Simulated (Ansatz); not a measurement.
# Grüneisen parameters and expansion of TiC (Fm-3m), part 2 of 4

Which modes of TiC drive its thermal expansion?

What experiment has found for this phase:
- heat capacity C_P per formula unit 33.9 J/mol/K near room temperature (given in “High-Throughput Prediction of Finite-Temperature Properties using the Quasi-Harmonic Approximation”, 2016, arXiv:1603.06924)

Ansatz 0.2.0; DFT PBEsol, scalar-relativistic, plane waves, PAW.

So far. Step 2 (Probe on a coarse mesh): The start is under -4.5 GPa at this level and looks like a metal on this mesh. Step 4 (Tight relaxation): The residual pressure is -0.0028 GPa, small enough for phonons.

The database entry behind the starting cell differs from later determinations by our own check (0.1 to 0.3 % short, probably kX units), so it need not match the best structure at ambient conditions.

## 5. Phonons, V/V0 1

Phonons at this volume give one point of F(V, T); meshes stay fixed along the series.

Input file input.yaml:

```yaml
crystal:
  lattice:
    - [0.0, 2.1466237941, 2.1466237941]
    - [2.1466237941, 0.0, 2.1466237941]
    - [2.1466237941, 2.1466237941, 0.0]
  atoms:
    - { symbol: Ti, position: [0.0, 0.0, 0.0] }
    - { symbol: C, position: [0.5, 0.5, 0.5] }
kpoints:
  mp_grid: { grid: [16, 16, 16] }
hamiltonian:
  xc: pbesol
scf:
  occupations: { method: methfessel_paxton, width: 0.2 }
output:
  eigenvalues: true
phonons:
  method: dfpt
  qmesh: [4, 4, 4]
  temperatures: { t_max: 1000, t_step: 50 }
  qpath:
    path:
      - [[0.0, 0.0, 0.0], [0.5, 0.0, 0.5], [0.625, 0.25, 0.625]]
      - [[0.375, 0.375, 0.75], [0.0, 0.0, 0.0], [0.5, 0.5, 0.5], [0.5, 0.25, 0.75], [0.5, 0.0, 0.5]]
    npoints: 10
```

Launch:

```
$ ansatz run input.yaml --threads 8 --pin off --max-ram 30720MiB --backend cpu --events-out ev --progress --plain --runs-dir out
```

Numbers of over 12 decimals in the logs are rounded to 6 here.

What it wrote:

```text
[...]
Crystal: 2 atoms, lattice volume = 19.783 Å³
Basis set: ecut = 420 eV, 387 PW (Γ), exchange–correlation on 48×48×48 points (8 copies of the dense FFT grid, shifted against one another)
Bands: 12, of which v1, the nominal top of the filled ones, is band 8 counted from 1 (7 counted from 0)
Symmetry: 48 space group operations
k-points: 145 of 4096
[...]
SCF iter   1: F=—  HF=-2722.424954 eV  |F-HF|=—  |Δ(HF+E_count)|=         —  Δρ=1.05e-2  dr2=2.45e-2  ethr=1.77e-3  ⟨swp⟩=4.4  Hψ=8496  notcnv=0
[...]
SCF iter   7: F=-2722.418902 eV  HF=-2722.418902 eV  |F-HF|=4.55e-13  |Δ(HF+E_count)|=  6.37e-12  S|Δr|=    0.00e0  Δρ=5.23e-8  dr2=2.18e-13  ethr=1.00e-12  ⟨swp⟩=4.8  Hψ=6039  notcnv=0
the search or the solves at the SCF's close seem to have found levels that the self-consistency loop had missed (the run counts 1). By its estimate they hold under 1e-12 electrons; where the run keeps them, the occupations were computed again with them
SCF 1 converged in 7 iterations: F = -2722.418902 eV  dr2 = 2.18e-13
[...]
SCF iter   2: F=-2722.418902 eV  HF=-2722.418902 eV  |F-HF|=0.00e0  |Δ(HF+E_count)|=  5.08e-10  S|Δr|=    0.00e0  Δρ=2.71e-8  dr2=1.01e-13  ethr=1.00e-12  ⟨swp⟩=3.1  Hψ=4285  notcnv=0
SCF 2 converged in 2 iterations: F = -2722.418902 eV  dr2 = 1.01e-13
phonons: the bands overlap, so this run is a metal and interpolates without the dipole-dipole term. If the crystal is really an insulator or semiconductor, its LO-TO splitting is missing
NSCF: frozen V_eff on 145 k-points
[...]
DFPT response loops at q = (0, 0, 0) (fractional): preconditioner auto → Kerker (q_TF=auto, 2.633 Å⁻¹) (partly filled bands, converged f_vac=0.000); β = 1.00, the filter's whole step (`scf.mixing.beta` (0.50) is not read by the response loops under this deck's `scf.mixing.preconditioner`; to damp them name `kerker` or `kerker_dos`, under which they read `scf.mixing.beta`, and type it under 1.00, their step now; both keys bind the ground state too); Broyden in place of MSR1
[...]
SCF converged after 7 iterations
[...]
Free energy (F): -2722.418902 eV
[...]
Internal energy: -2722.418491 eV  (E = F + TS)
E sigma→0 (E₀):  -2722.418800 eV
Entropy (-TS):   -0.000411 eV (-0.206 meV/atom)
Fermi energy:    15.032168 eV
[...]
--- Band table (eV; the first three rows and the last of 145) ---
  k-point 0: bands = [... 4 lower, 2.5436, 15.7192, 15.7192, 15.7192, 16.7757, 16.7757, 16.7757, 16.8377]
  k-point 1: bands = [... 4 lower, 2.6362, 15.2695, 15.5233, 15.5233, 16.0967, 16.0967, 17.0201, 17.8487]
  k-point 2: bands = [... 4 lower, 2.9080, 14.3767, 14.7474, 14.7474, 16.1663, 16.1663, 17.3622, 18.9498]
  k-point 144: bands = [... 4 lower, 5.5106, 11.8277, 11.8277, 12.2712, 17.9300, 17.9300, 18.7173, 20.4503]
--- Phonons (Γ-DFPT): 2 representative perturbations + reference (Σ response iterations 6) ---
  ASR residual: 1.082e-5 → 0.000e0 eV/Å²; symmetrization residual: 2.078e-7 eV/Å²
  ASR residual per site (eV/Å²): 1.08e-5 4.98e-6
  Γ frequencies (cm⁻¹): 0.00 0.00 0.00 542.44 542.44 542.44
--- Phonons (arbitrary-q DFPT): 8 irreducible q on the 4×4×4 mesh ---
  q = [0.0000, 0.0000, 0.0000] (star 1, of the zone-centre solve; hermiticity 4.00e-8, symmetrization 2.60e-13): -0.00 0.00 0.00 542.44 542.44 542.44
  q = [0.0000, 0.0000, 0.2500] (star 8, 2 solved perturbations on 2176 of 4096 k-point pairs; hermiticity 6.83e-8, symmetrization 3.29e-13): 193.28 193.28 310.97 557.29 557.29 668.75
[...]
q = [0.0000, 0.2500, 0.2500] (star 6, 4 solved perturbations in 3616 linear systems a pass and spin channel, the states on 1160 of 4096 k-point pairs; hermiticity 1.83e-8, symmetrization 6.81e-14): 210.36 210.36 307.69 529.41 529.41 661.70
[...]
sum rule: each row above includes the acoustic sum rule's correction from the zone centre's row sums; it moved no ω² by more than (0.34 cm⁻¹)²
  mesh force constants: q→R imaginary residual 8.56e-19; ASR residual 1.082e-5 → 0.000e0 eV/Å²; symmetrization residual 1.776e-14 eV/Å²
  interpolated dispersion: 62 rows × 6 modes
  density of states and harmonic sums: on the 28×28×28 q-mesh, interpolated from the force constants of a 4×4×4 supercell (no non-analytic term)
  largest difference from the sums on the solved wave vectors: F 8.57e-3 eV, S 1.26e-5 and C_V 4.03e-6 eV/K
  zero-point energy: 0.169434 eV/cell   skipped modes (ω ≤ 0): 3   left out of the sums: 2.28e-5 of the cell's modes: C_V's classical limit lies that fraction below 3 k_B per atom; for a crystal, a wire or a layer, F and S can be off by more, and a phonons.interpolated_qmesh denser along its periods is the remedy for the sampling
```

It took 2 min on 8 threads of Arm Neoverse V1, shared host; peak memory 2.7 GiB; 15 min of CPU time.

This step gave:

* Γ frequencies: 0, 0, 0, 542.4, 542.4, 542.4 cm⁻¹ (negative: imaginary)
* lowest frequency on the path: 0 cm⁻¹
* zero-point energy: 0.1694 eV/cell
* point group: m-3m
* highest frequency: 732.2 cm⁻¹
* Debye temperature from the second moment: 899 K

No LO-TO term. The phonon branches at the labelled points (cm⁻¹):

| point | branch 1 | branch 2 | branch 3 | branch 4 | branch 5 | branch 6 |
| --- | --- | --- | --- | --- | --- | --- |
| Γ | 0 | 0 | 0 | 542 | 542 | 542 |
| halfway | 210 | 210 | 308 | 529 | 529 | 662 |
| X | 297 | 297 | 368 | 537 | 537 | 601 |
| halfway | 299 | 322 | 364 | 545 | 579 | 602 |
| U | 299 | 350 | 372 | 567 | 601 | 652 |
| jump to K | 299 | 350 | 372 | 567 | 601 | 652 |
| halfway | 220 | 227 | 346 | 554 | 584 | 678 |
| Γ | 0 | 0 | 0 | 542 | 542 | 542 |
| halfway | 193 | 193 | 311 | 557 | 557 | 669 |
| L | 270 | 270 | 461 | 585 | 585 | 732 |
| halfway | 292 | 309 | 422 | 586 | 600 | 699 |
| W | 337 | 337 | 358 | 589 | 589 | 656 |
| halfway | 312 | 330 | 360 | 558 | 601 | 602 |
| X | 297 | 297 | 368 | 537 | 537 | 601 |

The phonon branches as a text plot (rows in cm⁻¹):

```
    717 |                                     ********
    686 |                  ******            *        ***
    656 |    *****        *      *          *            ***
    625 |   *     **     *        **       *                **
    595 |  *        *************   *     *     *****************
    564 | *            ****  ******* *  ** *****            ****
    534 |***************         **********                    **
    503 |
    473 |                                        **
    442 |                                      **  ***
    412 |                  ****               *       **
    381 |         *****   *    *                        *      **
    351 |       **     *****    *            *           ******
    320 |      *       *    *               *         **** ****
    290 |         *************  *                 *****       **
    259 |    **  *           ***           *   *****
    229 |   *   *               * **         **
    198 |      *                 *        * *
    168 |  * **                   ***      *
    137 |   *                     **     **
    107 |  *                        *
     76 | *                          *  **
     46 | *                          *  *
     15 |*                            **
         Γ           X  U|K            Γ         L        W     X
```

The phonon density of states has structure finer than the step of the table below, so its rows give means over 25 cm⁻¹, whole bins alone (the curve runs from 5 to 735 cm⁻¹). Peaks (cm⁻¹: height): 295.0: 0.0264, 365.0: 0.0152, 595.0: 0.0354, 665.0: 0.0127.

Tetrahedra on 28 28 28, mean over bins of 10 cm⁻¹. Table of phonon density of states by wavenumber; means over each step:

| wavenumber (cm⁻¹) | phonon density of states (1/cm⁻¹/cell) |
| --- | --- |
| 25 | 2.8e-5 |
| 50 | 1.2e-4 |
| 75 | 3.1e-4 |
| 100 | 6.0e-4 |
| 125 | 0.00106 |
| 150 | 0.00177 |
| 175 | 0.00283 |
| 200 | 0.00438 |
| 225 | 0.00670 |
| 250 | 0.0108 |
| 275 | 0.0196 |
| 300 | 0.0223 |
| 325 | 0.0131 |
| 350 | 0.00788 |
| 375 | 0.0113 |
| 400 | 0.00969 |
| 425 | 0.00555 |
| 450 | 0.00189 |
| 475 | 6.5e-5 |
| 500 | 0 |
| 525 | 0.00446 |
| 550 | 0.0214 |
| 575 | 0.0269 |
| 600 | 0.0284 |
| 625 | 0.00540 |
| 650 | 0.00793 |
| 675 | 0.0121 |
| 700 | 0.0101 |

Harmonic. Thermo, by row:

| T (K) | F_vib (meV/atom) | S (J/mol-atom/K) | C_V (J/mol-atom/K) |
| --- | --- | --- | --- |
| 0 | 84.72 | 0 | 0 |
| 50 | 84.7 | 0.115 | 0.435 |
| 100 | 84.41 | 1.245 | 3.597 |
| 150 | 83.22 | 3.498 | 7.806 |
| 200 | 80.7 | 6.282 | 11.61 |
| 250 | 76.68 | 9.212 | 14.62 |
| 300 | 71.16 | 12.09 | 16.87 |
| 350 | 64.18 | 14.82 | 18.53 |
| 400 | 55.83 | 17.38 | 19.76 |
| 450 | 46.2 | 19.76 | 20.69 |
| 500 | 35.38 | 21.98 | 21.4 |
| 550 | 23.45 | 24.04 | 21.95 |
| 600 | 10.49 | 25.97 | 22.39 |
| 650 | -3.44 | 27.78 | 22.74 |
| 700 | -18.28 | 29.47 | 23.02 |
| 750 | -33.97 | 31.07 | 23.25 |
| 800 | -50.47 | 32.58 | 23.45 |
| 850 | -67.72 | 34 | 23.61 |
| 900 | -85.7 | 35.36 | 23.75 |
| 950 | -104.4 | 36.65 | 23.87 |
| 1000 | -123.7 | 37.87 | 23.97 |

The modes has structure finer than the step of the table below, so its rows give means over 25 cm⁻¹, whole bins alone (the curve runs from -10 to 764 cm⁻¹). Peaks (cm⁻¹: height): C 598.4: 0.0372, 671.4: 0.0121; Ti 296.6: 0.0247, 369.6: 0.0134.

Phonopy on the run's constants, 21x21x21 mesh, Gaussian sigma 5.5 cm⁻¹. Table of modes by wavenumber; means over each step; values in 1/cm⁻¹/cell:

| wavenumber (cm⁻¹) | C | Ti |
| --- | --- | --- |
| 25 | 3.2e-6 | 9.4e-6 |
| 50 | 2.3e-5 | 1.0e-4 |
| 75 | 7.1e-5 | 3.0e-4 |
| 100 | 1.0e-4 | 4.7e-4 |
| 125 | 1.7e-4 | 9.0e-4 |
| 150 | 2.5e-4 | 0.00147 |
| 175 | 3.6e-4 | 0.00252 |
| 200 | 4.4e-4 | 0.00393 |
| 225 | 5.2e-4 | 0.00618 |
| 250 | 5.7e-4 | 0.0102 |
| 275 | 5.1e-4 | 0.0189 |
| 300 | 3.9e-4 | 0.0220 |
| 325 | 2.5e-4 | 0.0128 |
| 350 | 1.7e-4 | 0.00758 |
| 375 | 1.7e-4 | 0.0113 |
| 400 | 1.4e-4 | 0.00954 |
| 425 | 7.5e-5 | 0.00548 |
| 450 | 1.6e-5 | 0.00193 |
| 475 | 0 | 6.3e-5 |
| 500 | 1.4e-6 | 0 |
| 525 | 0.00418 | 4.1e-4 |
| 550 | 0.0199 | 0.00146 |
| 575 | 0.0256 | 7.9e-4 |
| 600 | 0.0286 | 5.9e-4 |
| 625 | 0.00480 | 1.5e-4 |
| 650 | 0.00757 | 2.5e-4 |
| 675 | 0.0117 | 3.4e-4 |
| 700 | 0.00989 | 2.0e-4 |
| 725 | 0.00340 | 5.1e-5 |
| 750 | 6.9e-5 | 4.2e-7 |

No LO-TO term. The modes at Γ (shares of kinetic energy by element, %):

| mode | frequency (cm⁻¹) | symmetry | Ti % | C % |
| --- | --- | --- | --- | --- |
| 1 | 0.0 | T1u | 80 | 20 |
| 2 | 0.0 | T1u | 80 | 20 |
| 3 | 0.0 | T1u | 80 | 20 |
| 4 | 542.4 | T1u | 20 | 80 |
| 5 | 542.4 | T1u | 20 | 80 |
| 6 | 542.4 | T1u | 20 | 80 |

Displacements in mode 5 (542.4 cm⁻¹), the largest set to 1:
```
Ti1  0.00 -0.25 -0.08
C2   0.00  1.00  0.30
```

No mode is imaginary beyond numerical noise at the solved wavevectors.

## 6. Single point at a scaled cell, V/V0 1.015

Symmetry fixes every atom, so a single point at the scaled cell gives the energy and pressure of this member.

input.yaml, the sections that differ from step 5:

```yaml
crystal:
  lattice:
    - [0.0, 2.1573036902, 2.1573036902]
    - [2.1573036902, 0.0, 2.1573036902]
    - [2.1573036902, 2.1573036902, 0.0]
  atoms:
    - { symbol: Ti, position: [0.0, 0.0, 0.0] }
    - { symbol: C, position: [0.5, 0.5, 0.5] }
output:
  forces: true
  stress: true
  eigenvalues: true
  write_density: true
  write_potential: true
  elf: true
  volumetric_format: npy
# kpoints, hamiltonian, scf: as in step 5
# phonons: removed
```

What it wrote:

```text
[...]
Crystal: 2 atoms, lattice volume = 20.080 Å³
Basis set: ecut = 420 eV, 387 PW (Γ), exchange–correlation on 48×48×48 points (8 copies of the dense FFT grid, shifted against one another)
Bands: 12, of which v1, the nominal top of the filled ones, is band 8 counted from 1 (7 counted from 0)
Symmetry: 48 space group operations
[...]
k-points: 145 of 4096
[...]
SCF iter   1: F=—  HF=-2722.421352 eV  |F-HF|=—  |Δ(HF+E_count)|=         —  Δρ=1.04e-2  dr2=2.47e-2  ethr=1.77e-3  ⟨swp⟩=4.4  Hψ=8458  notcnv=0
[...]
SCF iter   5: F=-2722.415290 eV  HF=-2722.415290 eV  |F-HF|=1.03e-8  |Δ(HF+E_count)|=   7.65e-7  S|Δr|=    0.00e0  Δρ=7.77e-6  dr2=1.34e-8  ethr=6.25e-10  ⟨swp⟩=8.4  Hψ=10732  notcnv=0
SCF 1 converged in 5 iterations: F = -2722.415290 eV  dr2 = 1.34e-8
[...]
SCF converged after 5 iterations
[...]
Free energy (F): -2722.415290 eV
[...]
Internal energy: -2722.414861 eV  (E = F + TS)
E sigma→0 (E₀):  -2722.415183 eV
Entropy (-TS):   -0.000429 eV (-0.215 meV/atom)
Fermi energy:    14.773124 eV
[...]
--- Stress (GPa, compression-positive) ---
       -3.866023       0.000000      -0.000000
        0.000000      -3.866023       0.000000
       -0.000000       0.000000      -3.866023
  P = ⅓ Tr σ = -3.8660 GPa (-38.660 kbar)
--- Band table (eV; the first three rows and the last of 145) ---
  k-point 0: bands = [... 4 lower, 2.3527, 15.4556, 15.4556, 15.4556, 16.4981, 16.4981, 16.4981, 16.5467]
  k-point 1: bands = [... 4 lower, 2.4435, 15.0126, 15.2619, 15.2619, 15.8242, 15.8242, 16.7353, 17.5466]
  k-point 2: bands = [... 4 lower, 2.7103, 14.1298, 14.4968, 14.4968, 15.8928, 15.8928, 17.0676, 18.6294]
  k-point 144: bands = [... 4 lower, 5.2920, 11.5962, 11.5962, 12.0472, 17.6201, 17.6201, 18.3833, 20.0640]
```

It took 0.66 s on 8 threads; peak memory 0.34 GiB; 3.4 s of CPU time.

This step gave:

- pressure: -3.866 GPa
- volume per atom: 10.04 Å³

Electrostatic potential energy in the ac plane of the conventional cell at fractional y = 0.000, with atoms of Ti and C within 0.2 Å of it. With pseudopotentials it is smooth inside the atoms' cores, unlike the true potential.

Ten even steps from '_' (-48 eV) to '@' (15 eV), each cell a mean:
```
--==++%%@@**..__--%%@@##==--
==++##@@@@%%**++##@@@@%%**==
####@@@@@@@@@@%%@@@@@@@@%%##
@@@@@@@@@@@@%%%%%%@@@@@@@@@@
##%%@@@@@@##++++**%%@@@@@@%%
..++%%@@##++==--==**%%@@##--
__..##@@##==------++%%%%++__
__--%%@@##==----==++%%@@**..
++##@@@@%%**====++##@@@@%%**
%%@@@@@@@@%%######@@@@@@@@@@
%%%%@@@@@@@@@@@@@@@@@@@@@@%%
++**%%@@@@@@%%##%%@@@@@@##++
--==**%%@@##--..++%%@@##++==
----++%%%%++____..##@@##==--
```
Columns run along a (4.3 Å; values clipped at the 3rd and 97th percentile), rows up along c (4.3 Å), edges of the conventional cell, whose origin can differ from the input's. Atoms in or near the plane, at fractional coordinates: Ti at (0.00, 0.00), Ti at (0.50, 0.50), C at (0.50, 0.00), C at (0.00, 0.50).

Valence density in the ac plane of the conventional cell at fractional y = 0.000, with atoms of Ti and C within 0.2 Å of it. It is the smooth field of the valence electrons, not physical close to the nuclei.

Values in units of 1e0 e/Å³, 14 rows by 14 columns, each cell a mean:
```
8.9 6.0 2.0 0.6 0.6 1.1 1.6 1.7 1.5 0.9 0.5 0.9 3.6 7.8
4.4 2.5 0.8 0.3 0.4 0.8 1.1 1.3 1.0 0.6 0.4 0.4 1.4 3.6
1.1 0.7 0.3 0.2 0.3 0.4 0.6 0.7 0.5 0.4 0.3 0.3 0.4 0.9
0.6 0.4 0.3 0.2 0.2 0.3 0.6 0.6 0.5 0.3 0.2 0.3 0.4 0.5
1.0 0.8 0.5 0.3 0.3 0.8 2.0 2.4 1.4 0.5 0.3 0.4 0.6 0.9
1.6 1.3 0.8 0.4 0.7 2.5 6.0 7.1 4.5 1.4 0.5 0.5 1.0 1.5
1.7 1.6 1.0 0.6 1.1 4.4 8.9 9.8 7.1 2.4 0.6 0.7 1.3 1.7
1.7 1.5 0.9 0.5 0.9 3.6 7.8 8.9 6.0 2.0 0.6 0.6 1.1 1.6
1.3 1.0 0.6 0.4 0.4 1.4 3.6 4.4 2.5 0.8 0.3 0.4 0.8 1.1
0.7 0.5 0.4 0.3 0.3 0.4 0.9 1.1 0.7 0.3 0.2 0.3 0.4 0.6
0.6 0.5 0.3 0.2 0.3 0.4 0.5 0.6 0.4 0.3 0.2 0.2 0.3 0.6
2.4 1.4 0.5 0.3 0.4 0.6 0.9 1.0 0.8 0.5 0.3 0.3 0.8 2.0
7.1 4.5 1.4 0.5 0.5 1.0 1.5 1.6 1.3 0.8 0.4 0.7 2.5 6.0
9.8 7.1 2.4 0.6 0.7 1.3 1.7 1.7 1.6 1.0 0.6 1.1 4.4 8.9
```
Columns run along a (4.3 Å), rows up along c (4.3 Å), edges of the conventional cell, whose origin can differ from the input's. Atoms in or near the plane, at fractional coordinates: Ti at (0.00, 0.00), Ti at (0.50, 0.50), C at (0.50, 0.00), C at (0.00, 0.50).

ELF in the ac plane of the conventional cell at fractional y = 0.000, with atoms of Ti and C within 0.2 Å of it. It is the smooth field of the valence electrons, not physical close to the nuclei.

Values, 14 rows by 14 columns, each cell a mean:
```
0.29 0.55 0.47 0.28 0.61 0.73 0.43 0.31 0.62 0.74 0.44 0.31 0.56 0.40
0.60 0.51 0.24 0.22 0.57 0.76 0.73 0.70 0.76 0.71 0.39 0.18 0.38 0.56
0.35 0.24 0.14 0.21 0.42 0.57 0.61 0.62 0.60 0.51 0.30 0.15 0.18 0.31
0.45 0.42 0.37 0.27 0.21 0.22 0.28 0.32 0.26 0.21 0.21 0.30 0.39 0.44
0.73 0.73 0.65 0.37 0.14 0.24 0.47 0.51 0.38 0.18 0.21 0.51 0.71 0.74
0.52 0.69 0.73 0.42 0.24 0.51 0.55 0.48 0.56 0.38 0.26 0.60 0.76 0.62
0.13 0.52 0.73 0.45 0.35 0.60 0.29 0.11 0.48 0.51 0.32 0.62 0.70 0.31
0.31 0.62 0.74 0.44 0.31 0.56 0.40 0.29 0.55 0.47 0.28 0.61 0.73 0.43
0.70 0.76 0.71 0.39 0.18 0.38 0.56 0.60 0.51 0.24 0.22 0.57 0.76 0.73
0.62 0.60 0.51 0.30 0.15 0.18 0.31 0.35 0.24 0.14 0.21 0.42 0.57 0.61
0.32 0.26 0.21 0.21 0.30 0.39 0.44 0.45 0.42 0.37 0.27 0.21 0.22 0.28
0.51 0.38 0.18 0.21 0.51 0.71 0.74 0.73 0.73 0.65 0.37 0.14 0.24 0.47
0.48 0.56 0.38 0.26 0.60 0.76 0.62 0.52 0.69 0.73 0.42 0.24 0.51 0.55
0.11 0.48 0.51 0.32 0.62 0.70 0.31 0.13 0.52 0.73 0.45 0.35 0.60 0.29
```
Columns run along a (4.3 Å), rows up along c (4.3 Å), edges of the conventional cell, whose origin can differ from the input's. Atoms in or near the plane, at fractional coordinates: Ti at (0.00, 0.00), Ti at (0.50, 0.50), C at (0.50, 0.00), C at (0.00, 0.50).

## 7. Phonons, V/V0 1.015

Phonons at this volume give one point of F(V, T); meshes stay fixed along the series.

input.yaml, the sections that differ from step 6:

```yaml
output:
  eigenvalues: true
phonons:
  method: dfpt
  qmesh: [4, 4, 4]
  temperatures: { t_max: 1000, t_step: 50 }
  qpath:
    path:
      - [[0.0, 0.0, 0.0], [0.5, 0.0, 0.5], [0.625, 0.25, 0.625]]
      - [[0.375, 0.375, 0.75], [0.0, 0.0, 0.0], [0.5, 0.5, 0.5], [0.5, 0.25, 0.75], [0.5, 0.0, 0.5]]
    npoints: 10
# crystal, kpoints, hamiltonian, scf: as in step 6
```

What it wrote:

```text
[...]
Crystal: 2 atoms, lattice volume = 20.080 Å³
Basis set: ecut = 420 eV, 387 PW (Γ), exchange–correlation on 48×48×48 points (8 copies of the dense FFT grid, shifted against one another)
Bands: 12, of which v1, the nominal top of the filled ones, is band 8 counted from 1 (7 counted from 0)
Symmetry: 48 space group operations
k-points: 145 of 4096
[...]
k-point 144: bands = [... 4 lower, 5.2921, 11.5962, 11.5962, 12.0473, 17.6201, 17.6201, 18.3833, 20.0640]
[...]
ASR residual: 1.170e-5 → 0.000e0 eV/Å²; symmetrization residual: 1.959e-7 eV/Å²
  ASR residual per site (eV/Å²): 1.17e-5 1.07e-5
  Γ frequencies (cm⁻¹): 0.00 0.00 0.00 527.31 527.31 527.31
--- Phonons (arbitrary-q DFPT): 8 irreducible q on the 4×4×4 mesh ---
[...]
interpolated dispersion: 62 rows × 6 modes
[...]
[key lines of the parts left out:]
SCF converged after 7 iterations
Free energy (F): -2722.415290 eV
Fermi energy:    14.773162 eV
```

Elapsed: 2.1 min, on 8 threads; peak memory 2.8 GiB.

No LO-TO term. Phonon branches along the path, in cm⁻¹:

| point | branch 1 | branch 2 | branch 3 | branch 4 | branch 5 | branch 6 |
| --- | --- | --- | --- | --- | --- | --- |
| Γ | 0 | 0 | 0 | 527 | 527 | 527 |
| halfway | 208 | 208 | 298 | 515 | 515 | 651 |
| X | 291 | 291 | 359 | 523 | 523 | 589 |
| halfway | 292 | 315 | 355 | 532 | 565 | 590 |
| U | 290 | 342 | 364 | 555 | 589 | 640 |
| jump to K | 290 | 342 | 364 | 555 | 589 | 640 |
| halfway | 212 | 224 | 338 | 540 | 572 | 666 |
| Γ | 0 | 0 | 0 | 527 | 527 | 527 |
| halfway | 188 | 188 | 305 | 544 | 544 | 656 |
| L | 262 | 262 | 452 | 572 | 572 | 720 |
| halfway | 283 | 301 | 414 | 574 | 587 | 687 |
| W | 329 | 329 | 350 | 576 | 576 | 644 |
| halfway | 305 | 322 | 351 | 545 | 588 | 590 |
| X | 291 | 291 | 359 | 523 | 523 | 589 |

The phonon branches as a text plot (rows in cm⁻¹):

```
    705 |                                     ********
    675 |                  ******            *        ***
    645 |    *****        *      *          *            ***
    615 |   *     **     *        **       *                **
    585 |           *************         *     *****************
    555 |  *           * **  *** ****    *  ****            ***
    525 |****************       ************                  ***
    495 |
    465 |                                        *
    435 |                                      ** ****
    405 |                   ***               *       **
    375 |                 **   *                        *
    345 |        **********     *            *           ********
    315 |       *      *   **               *         *********
    285 |      *  *************  *                  ****       **
    255 |    **  *           ***           *   ******
    225 |   *   *              ** **         **
    195 |      *                 *        * *
    165 |    **                   ***      *
    135 |  **                     **     **
    105 |  *                        *
     75 | *                          *  **
     45 | *                          *  *
     15 |*                            **
         Γ           X  U|K            Γ         L        W     X
```

No mode is imaginary beyond numerical noise at the solved wavevectors. The highest zone-centre mode (no LO–TO term) moved by -2.8 % for a volume change of +1.5 %.

(Part 2 of 4 ends here.)

[Logs are printed without paths, hosts, clocks, repeated set-up lines and the standing remarks that a program may print on its own settings, such as how far it seeks lower states.]

[Hosts, paths, dates, database ids (printed as entryN), source tags and the programs' standing remarks are cut or masked in the printed files.]

[A step with changed settings may run another functional than the one named; its input shows which.]

[Of the runs on displaced cells, only some may be shown.]
